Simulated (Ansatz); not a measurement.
GeH6CBr3N (CH3NH3GeBr3), computed twice by G0W0.

The structure was built from a prototype and need not be the compound's stable phase.

```cif
data_structure
_symmetry_space_group_name_H-M 'P 1'
_symmetry_Int_Tables_number 1
_cell_length_a 5.5614
_cell_length_b 5.6559
_cell_length_c 5.5499
_cell_angle_alpha 91.011
_cell_angle_beta 89.993
_cell_angle_gamma 82.454
_cell_volume 173.03
loop_
_atom_site_label
_atom_site_type_symbol
_atom_site_fract_x
_atom_site_fract_y
_atom_site_fract_z
_atom_site_occupancy
C1 C 0.92853 0.91189 0.00345 1
N2 N 0.08319 0.10485 0.99696 1
H3 H 0.04617 0.74025 0.00538 1
H4 H 0.19318 0.08982 0.84357 1
H5 H 0.81279 0.92186 0.84276 1
H6 H 0.97699 0.27000 0.99475 1
H7 H 0.81608 0.93394 0.16695 1
H8 H 0.19551 0.10091 0.14772 1
Ge9 Ge 0.51267 0.51084 0.47902 1
Br10 Br 0.51909 0.47448 0.01863 1
Br11 Br 0.43860 0.97080 0.49646 1
Br12 Br 0.96675 0.46952 0.50402 1
```

The structure was relaxed with PBEsol-D3(BJ). The runs that relaxed it are not among those shown. PAW set soft_2, made with PBE.

The first (Ansatz 0.2.0; start PBEsol, 4×4×4 mesh, 721 empty bands, screening to 150 eV; 1 × NVIDIA H100 80GB HBM3 (shared by 6 runs) with 3 threads of AMD EPYC 7R13 (Zen 3), shared host) gave, on its mesh: starting gap 1.04 eV, G0W0 gap 1.95 eV, RPA ε∞ (mean) 7.23, 3.3 min.

Question: The second changes empty bands from 721 to 182 and screening cutoff (eV) from 150.0 to 60. What does it give?

It gave: starting gap 1.04 eV, G0W0 gap 1.70 eV, RPA ε∞ (mean) 7.28, 34 s. The G0W0 gap moves by −0.24 eV, +0.00 eV from the start and −0.24 eV from the correction. Σc changes by +0.53 eV at the valence top and +0.29 eV at the conduction bottom, and Σx − Vxc between them by +0.00 eV.

Limits: not at the basis limit; no spin-orbit coupling.

[Paths, hosts, dates, memory and timing lines, banners, echoed tables and standing remarks are left out of the program output.]

[Logs are printed without paths, hosts, clocks, repeated set-up lines and the standing remarks that a program may print on its own settings, such as how far it seeks lower states.]

[Runs of the session that timed out or met a known fault of the program may be left out.]

[Cells called generated may have been cut or substituted from an entry of the Crystallography Open Database or the Materials Project.]

[Hosts, paths, dates, database ids (printed as entryN), source tags and the programs' standing remarks are cut or masked in the printed files.]
